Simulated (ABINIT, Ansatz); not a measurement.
# Calculated records

```
K2PdC2 (P-3m1): one start, several treatments of the self-energy
1.0
     5.11818    0.00000    0.00000
    -2.55909    4.43248    0.00000
     0.00000    0.00000    5.25814
K Pd C
2 1 2
Direct
  0.66667 0.33333 0.72020
  0.33333 0.66667 0.27980
  0.00000 0.00000 0.00000
  0.00000 0.00000 0.62020
  0.00000 0.00000 0.37980
# method: RPA screening on PBEsol, plane waves, norm-conserving pseudopotentials (and 3 further levels or steps)
# program: ABINIT 10.8.3
# settings: cutoff 37 Ha, PseudoDojo scalar-relativistic 0.4.1 standard, norm-conserving, ngkpt (3, 3, 2), nband 101, ecuteps 4.2 Ha, inclvkb 2, shiftk (0, 0, 0), symchi 1, awtr 1, frequency ppm, 3×3×2 k-mesh
# cost: 6 runs, 8.5 min in all on 4 MPI ranks of Intel Xeon Platinum 8223CL at 3.00GHz (Skylake/Cascade Lake), shared host
# notes: In doubt: a PseudoDojo file used here is known to give poor structures and forces, which bears on pressures, cells, forces and phonons. The program’s warnings: nkpt*nsppol () is not a multiple of nproc spkpt (). The cell and positions are those that the Materials Project relaxed with its own functionals (PBE, PBE+U or r2SCAN), kept fixed. Limits: no spin polarisation; d states lean on the start; no spin-orbit coupling. The 3×3×2 mesh is coarse for this cell, which bears on the long-range parts of exchange and screening. The runs have no spin polarisation. For a closed low-spin shell that is the natural state; where a d or f shell is open it is a constraint, and the gap is then not the crystal’s own.
# G0W0, Godby-Needs plasmon pole: 2.431 eV
# G0W0, von der Linden-Horsch plasmon pole: 2.289 eV
# G0W0, Hybertsen-Louie plasmon pole: 2.149 eV
# one-shot Hartree-Fock: 9.355 eV
# known limits: short of the basis limit; no spin polarisation; d states lean on the start; no spin-orbit coupling; coarse k mesh
```

[Long decimals in the printed logs are rounded to 6 places.]

[Logs are printed without paths, hosts, clocks, repeated set-up lines and the standing remarks that a program may print on its own settings, such as how far it seeks lower states.]

[Paths, hosts, dates, memory and timing lines, banners, echoed tables and standing remarks are left out of the program output; an Ansatz launch command may be rebuilt from the run's recorded settings. Measured values are a selection of at most five: reports struck by readers or far from the other reports are left out. None is set beside runs whose start may be inverted or whose files or cutoffs have a known fault.]

[Runs of the session that timed out or met a known fault of the program may be left out.]

[Hosts, paths, dates, database ids (printed as entryN), source tags and the programs' standing remarks are cut or masked in the printed files.]

[G0W0 gaps are taken among the corrected bands and points alone; a level outside them can change the order at an edge.]

[Where Ansatz stands beside ABINIT at settings called matched, ABINIT's density can come from a denser mesh and the files from another edition; pairs whose starting gaps differed by over 0.03 eV were left out, so agreement reads better than it is.]
